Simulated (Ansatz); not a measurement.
# A low-energy model for NbTe2 (P-3m1): bands, U and J, part 2 of 2

Aim: U, U′ and J for the Nb t2g shell of NbTe2 (P-3m1).

Ansatz 0.2.0; non-magnetic LDA, then constrained RPA, plane waves, PAW.

So far: Starting point; LDA bands and orbital weights.

## (3) Constrained RPA: Nb t2g + anion p, bands v7 to c2, 6×6×2 mesh, medium accuracy

Constrained RPA screens the interaction with every transition except those inside the target bands, which a later many-body model would treat itself.

This step: constrained RPA on LDA, plane waves, PAW.

Input file input.yaml:

```yaml
crystal:
  lattice:
    - [-2.63076537, 1.0e-08, -2.63076539]
    - [2.63076537, -2.63076539, 1.0e-08]
    - [-4.12705361, -4.12705355, 4.12705355]
  atoms:
    - { symbol: Nb, position: [0.0, 0.0, 0.0] }
    - { symbol: Te, position: [0.66666667, 0.33333333, 0.74563223] }
    - { symbol: Te, position: [0.33333333, 0.66666667, 0.25436777] }
kpoints:
  mp_grid: { grid: [12, 12, 4] }
hamiltonian:
  xc: lda
scf:
  occupations: { method: gaussian, width: 0.08 }
  n_extra_bands: 19
  max_iter: 150
output:
  crpa:
    kmesh: [6, 6, 2]
    target_bands: [v7, c2]
    projections:
      - { species: Nb, l: d, shell: 4, orbitals: [dxz, dyz, dxy] }
      - { species: Te, l: p, shell: 5 }
  local_orbitals:
    kmesh: [12, 12, 4]
    orbitals:
      - { species: Nb, l: d, shell: 4, orbitals: [dxz, dyz, dxy] }
      - { species: Te, l: p, shell: 5 }
    window: { bands: [v7, c2] }
    seedname: lo
```

Run with:

```bash
$ ansatz run input.yaml --threads 4 --pin off --max-ram 9216MiB --backend cpu --events-out ev --progress --plain --runs-dir out
```

Numbers of over 12 decimals in the logs are rounded to 6 here.

Log:

```text
[...]
Crystal: 3 atoms, lattice volume = 85.689 Å³
Basis set: ecut = 420 eV, 1703 PW (Γ)
Bands: 42, of which v1, the nominal top of the filled ones, is band 23 counted from 1 (22 counted from 0)
Symmetry: 12 space group operations
[...]
k-points: 69 of 576
[...]
SCF iter   1: F=—  HF=-18098.181197 eV  |F-HF|=—  |Δ(HF+E_count)|=         —  Δρ=5.19e-3  dr2=1.10e-2  ethr=1.77e-3  ⟨swp⟩=6.0  Hψ=13614  notcnv=0  defer=537
[...]
SCF iter   6: F=-18098.176438 eV  HF=-18098.176438 eV  |F-HF|=4.64e-8  |Δ(HF+E_count)|=   5.21e-7  Δρ=9.44e-6  dr2=7.77e-8  ethr=2.22e-10  ⟨swp⟩=10.3  Hψ=17184  notcnv=0
SCF 1 converged in 6 iterations: F = -18098.176438 eV  dr2 = 7.77e-8
[...]
NSCF: frozen V_eff on 72 k-points
[...]
cRPA screening: q 1/72
cRPA screening: q 2/72
cRPA screening: q 3/72
cRPA screening: q 5/72 (q-point 4)
cRPA screening: q 7/72 (q-point 5)
cRPA screening: q 9/72 (q-point 6)
cRPA screening: q 11/72 (q-point 7)
cRPA screening: q 12/72 (q-point 8)
cRPA screening: q 13/72
cRPA screening: q 15/72 (q-point 14)
cRPA screening: q 17/72 (q-point 15)
cRPA screening: q 19/72 (q-point 16)
cRPA screening: q 21/72 (q-point 17)
cRPA screening: q 23/72 (q-point 18)
cRPA screening: q 25/72 (q-point 19)
cRPA screening: q 27/72 (q-point 20)
cRPA screening: q 29/72 (q-point 21)
cRPA screening: q 31/72 (q-point 22)
cRPA screening: q 33/72 (q-point 23)
cRPA screening: q 35/72 (q-point 24)
cRPA screening: q 37/72 (q-point 25)
cRPA screening: q 39/72 (q-point 26)
cRPA screening: q 41/72 (q-point 27)
cRPA screening: q 43/72 (q-point 28)
cRPA screening: q 45/72 (q-point 29)
cRPA screening: q 47/72 (q-point 30)
cRPA screening: q 49/72 (q-point 31)
cRPA screening: q 51/72 (q-point 32)
[...]
cRPA screening: q 61/72 (q-point 37)
cRPA screening: q 62/72 (q-point 38)
cRPA screening: q 63/72 (q-point 39)
cRPA screening: q 65/72 (q-point 40)
cRPA screening: q 67/72 (q-point 41)
cRPA screening: q 69/72 (q-point 42)
cRPA screening: q 71/72 (q-point 43)
cRPA screening: q 72/72 (q-point 44)
SCF converged after 6 iterations
Free energy (F): -18098.176438 eV
[...]
Internal energy: -18098.168662 eV  (E = F + TS)
E sigma→0 (E₀):  -18098.172550 eV
Entropy (-TS):   -0.007776 eV (-2.592 meV/atom)
Fermi energy:    10.346735 eV
[...]
--- Band table (eV; the first three rows and the last of 69) ---
  k-point 0: bands = [... 19 lower, 9.7122, 9.9058, 10.3616, 10.3616, 11.3067, 11.3067, 13.8401, 13.8401, ... 15 higher]
  k-point 1: bands = [... 19 lower, 8.4602, 10.3590, 10.3590, 10.5865, 11.2327, 11.2327, 13.9704, 13.9704, ... 15 higher]
  k-point 2: bands = [... 19 lower, 8.2086, 10.3564, 10.3564, 10.7873, 11.1632, 11.1632, 14.1004, 14.1004, ... 15 higher]
  k-point 68: bands = [... 19 lower, 7.2295, 7.8639, 7.8639, 11.1220, 11.1220, 11.4228, 13.8177, 13.8177, ... 15 higher]
--- cRPA (band scheme, projected local orbitals): target bands 17..25 (1-based), 9 Wannier function(s), 6×6×2 mesh, 50 bands' worth read of 55 solved, ecut_chi 136.0 eV, v(q+G=0) probe_charge, pair densities all_electron ---
  bands read: the sum over 50 bands ends inside a degenerate multiplet in 2 slots, whose members it reads at an even weight; the widest, k=28: bands 50 to 51 (counted from 1) at 1/2 each
  χ-basis size per q: N_G = 288..325
  window electrons = 13.0000, filled by tetrahedron_uncorrected; constrained ε̄⁻¹(q = 0, 0) head = 0.189395; min gauge Gram eig = 0.3224
  Kanamori averages over each shell's own Wannier functions (sites counted from 0, functions from 1):
  Each shell's averages of U are screened by what lies outside the whole window alone: parameters of one model of all the shells.
    Site 0, 4D, 3 of 5 d orbitals (Wannier functions 1, 2, 3; wannier90's mr 2, 3, 5):
      screened: U = 3.0167 eV, U' = 2.3216 eV, J = 0.3316 eV
      screened, to within: U = 3.4e-3 eV, U' = 3.4e-3 eV, J = 4.9e-4 eV
      bare: V = 11.7474 eV, V' = 10.7956 eV, J = 0.4530 eV
    Site 1, 5P, 3 of 3 p orbitals (Wannier functions 4, 5, 6; wannier90's mr 1, 2, 3):
      screened: U = 2.8539 eV, U' = 2.0909 eV, J = 0.2542 eV
      screened, to within: U = 4.1e-3 eV, U' = 4.1e-3 eV, J = 4.9e-4 eV
      bare: V = 9.3019 eV, V' = 7.9012 eV, J = 0.4338 eV
    Site 2, 5P, 3 of 3 p orbitals (Wannier functions 7, 8, 9; wannier90's mr 1, 2, 3):
      screened: U = 2.8539 eV, U' = 2.0909 eV, J = 0.2542 eV
      screened, to within: U = 4.1e-3 eV, U' = 4.1e-3 eV, J = 4.9e-4 eV
      bare: V = 9.3019 eV, V' = 7.9012 eV, J = 0.4338 eV
  Hermiticity witness max|P − P†| over intra, direct and exchange elements: 8.88e-15 eV (screened), 3.01e-17 eV (bare)
  Reality witness max|Im| over intra, direct and exchange elements: 1.40e-10 eV (screened), 1.04e-12 eV (bare)
```

Elapsed: 15 min, on 4 threads of Arm Neoverse V1, shared host; peak memory 0.72 GiB.

This step gave:

```
U                                                 : 3.017 eV
U prime (inter-orbital)                           : 2.322 eV
J                                                 : 0.3316 eV
bare V                                            : 11.75 eV
bare J                                            : 0.4530 eV
stated bound on U                                 : 0.003386 eV
U over bare V                                     : 0.2568
electrons in the window                           : 13.00
head of the constrained inverse dielectric matrix : 0.1894
least eigenvalue of the projection's overlap      : 0.3224
target functions                                  : 9
bands in the sums                                 : 50
r.m.s. miss of the model bands                    : 0.002720 eV
width of the target bands                         : 7.228 eV
weight of the projected orbitals in the window    : 0.9481
```

On the Nb t2g shell, screening brings the on-site interaction from 11.7 eV down to U = 3.02 eV.

Kanamori averages over each shell's functions. Crpa shells, by row:

```
site  element  shell  orbitals  U (eV)  U' (eV)  J (eV)  bare V (eV)  bare V' (eV)  bare J (eV)  bound on U (eV)
   1       Nb     4D         3   3.017    2.322  0.3316        11.75          10.8        0.453         0.003386
   2       Te     5P         3   2.854    2.091  0.2542        9.302         7.901       0.4338         0.004033
   3       Te     5P         3   2.854    2.091  0.2542        9.302         7.901       0.4338         0.004033
```

Projected local orbitals of the target window. The electronic bands at the labelled points (eV, zero at the Fermi level; # counts the bands kept):

```
    point     #3     #4     #5     #6     #7    #8    #9
        Γ  -2.16  -0.63  -0.44   0.01   0.01  0.96  0.96
  halfway  -2.90  -2.08  -1.05  -0.85  -0.53  0.91  1.34
        M  -3.13  -2.50  -2.38  -0.86  -0.74  1.35  1.79
  halfway  -2.96  -2.82  -2.61  -2.24   0.39  1.40  1.61
        K  -4.08  -2.65  -2.64  -2.64   1.07  1.32  1.32
  halfway  -3.22  -2.13  -2.08  -1.04  -0.08  1.10  1.34
        Γ  -2.16  -0.63  -0.44   0.01   0.01  0.96  0.96
  halfway  -2.15  -1.89   0.01   0.01   0.24  0.89  0.89
        A  -2.14  -2.14   0.01   0.01   0.44  0.82  0.82
  halfway  -2.84  -2.11  -1.78  -0.81  -0.32  1.44  1.46
        L  -3.21  -2.49  -1.45  -1.10  -0.59  1.35  1.84
  halfway  -3.11  -2.84  -2.32  -1.81  -0.05  1.28  1.59
        H  -4.07  -3.12  -2.48  -2.48   0.78  0.78  1.08
  halfway  -3.03  -2.19  -1.99  -1.47   0.28  0.71  1.83
        A  -2.14  -2.14   0.01   0.01   0.44  0.82  0.82
jump to L  -3.21  -2.49  -1.45  -1.10  -0.59  1.35  1.84
  halfway  -3.16  -2.44  -2.04  -0.83  -0.73  1.35  1.82
        M  -3.13  -2.50  -2.38  -0.86  -0.74  1.35  1.79
jump to H  -4.07  -3.12  -2.48  -2.48   0.78  0.78  1.08
  halfway  -4.10  -2.87  -2.56  -2.56   1.01  1.01  1.07
        K  -4.08  -2.65  -2.64  -2.64   1.07  1.32  1.32
```

The same for Kohn-Sham, solved directly:

```
point     #3     #4     #5     #6     #7    #8    #9
    Γ  -2.16  -0.63  -0.44   0.01   0.01  0.96  0.96
    M  -3.13  -2.50  -2.38  -0.86  -0.74  1.35  1.79
    K  -4.08  -2.65  -2.64  -2.64   1.07  1.32  1.32
    Γ  -2.16  -0.63  -0.44   0.01   0.01  0.96  0.96
    A  -2.14  -2.14   0.01   0.01   0.44  0.82  0.82
    L  -3.21  -2.49  -1.45  -1.10  -0.59  1.35  1.84
    H  -4.07  -3.12  -2.48  -2.48   0.78  0.78  1.08
    A  -2.14  -2.14   0.01   0.01   0.44  0.82  0.82
    L  -3.21  -2.49  -1.45  -1.10  -0.59  1.35  1.84
    M  -3.13  -2.50  -2.38  -0.86  -0.74  1.35  1.79
    H  -4.07  -3.12  -2.48  -2.48   0.78  0.78  1.08
    K  -4.08  -2.65  -2.64  -2.64   1.07  1.32  1.32
```

The first set of electronic bands as a text plot (rows in eV):

```
    1.7 |      *****   ***               *****    ****    ***
    1.4 |  ************   *          **********  *    **  ***   *
    1.1 |**          ***********    *         ***    ****    ****
    0.8 |*****      *  *    *** ****           ***  *    *   **
    0.5 |          *    *         **           * ***     *
    0.2 |                *       *  **        *     *****
   -0.1 |*        *       **  ******  *      *          **
   -0.4 |*****   *          ****    *  *    *          *
   -0.7 |** *****          * ***    ********              ***
   -1.0 |    *****        * *            ***          **  *
   -1.3 |  *             *      *    *     **        *
   -1.6 |                  **         *   * *      ** *   *
   -1.9 |     *   *     *  *        ** ***   *    * *****  *
   -2.2 |******* ***   *  * *************    **    ** ****
   -2.5 | *     ** ****  * * *           **** ****** *    *******
   -2.8 |  * *    *******   *     **   *     *    **     *     **
   -3.1 |   *   ****      **        *   **********  *   * *****
   -3.4 |    * *    *  ** *          * *      *     *  *
   -3.7 |     *       *  *            *          *   **
   -4.0 |     ***********           ** *       **  *****    *****
   -4.3 |     *      *  * *       **    ******** ***    ****   **
   -4.6 |    *        **   *            *     *
   -4.9 |  **  *   **       *    *       *   *
   -5.2 |**     ***          ****         ***             ***
         Γ       M   K         Γ   A       L    H       A|L M|H K
```

Onsite levels, by row:

```
orbital  level less Fermi level (eV)
Nb1 dxz                      -0.1849
Nb1 dyz                      -0.1849
Nb1 dxy                      -0.1849
 Te2 pz                         -2.3
 Te2 px                         -2.3
 Te2 py                         -2.3
 Te3 pz                         -2.3
 Te3 px                         -2.3
 Te3 py                         -2.3
```

Largest distinct elements between sites. Hoppings, by row:

```
   from       to     cell  distance (Å)   t (eV)
 Te3 py  Nb1 dxy    0 1 0         2.814   0.8275
 Te3 pz   Te2 pz   1 1 -1         5.629   0.6777
Nb1 dxz  Nb1 dxz   -1 0 0          3.72  -0.5056
 Te2 py   Te2 py    0 1 0          3.72   0.3076
 Te2 pz   Te2 px    1 0 0          3.72   0.3032
 Te2 px   Te3 px    0 0 0         4.117   0.2789
 Te2 px   Te2 py   0 -1 0          3.72   -0.253
 Te2 pz   Te3 pz   0 -1 1         4.224   0.2505
Nb1 dxz  Nb1 dxy  -1 -1 0          3.72   0.1677
Nb1 dyz  Nb1 dyz   -1 0 0          3.72    0.144
 Te3 px   Te2 pz   -1 0 0         4.117  -0.1145
 Te2 py  Nb1 dxy    1 1 1         2.814   0.0972
```

## (4) Summary of results

```json
{
  "Nb t2g + anion p": "U 3.02 eV, U′ 2.32 eV, J 0.33 eV, bare V 11.7 eV",
  "method": "constrained RPA on non-magnetic LDA, 6×6×2 mesh, static"
}
```

**Reading.** For Nb t2g + anion p, screening cuts the on-site interaction from 11.75 eV to 3.02 eV (26 %), while J goes only from 0.45 eV to 0.33 eV: the monopole is screened far more than the multipoles. U − 2J differs from U′ by +0.03 eV, so the Kanamori relation holds well. The parent state is non-magnetic and the interaction static (zero frequency); U depends on the window and the orbitals, so it belongs to this model alone. The bands cross the Fermi level under this constraint, which need not be the crystal's state: magnetic order, correlation or a lattice distortion may open a gap. A window that holds the anion p bands defines a model with explicit ligands; its U belongs to that model and is not the U of DFT+U.

[Paths, hosts, dates, memory and timing lines, banners, echoed tables and standing remarks are left out of the program output.]

[Logs are printed without paths, hosts, clocks, repeated set-up lines and the standing remarks that a program may print on its own settings, such as how far it seeks lower states.]

[Runs of the session that timed out or met a known fault of the program may be left out.]

[Hosts, paths, dates, database ids (printed as entryN), source tags and the programs' standing remarks are cut or masked in the printed files.]
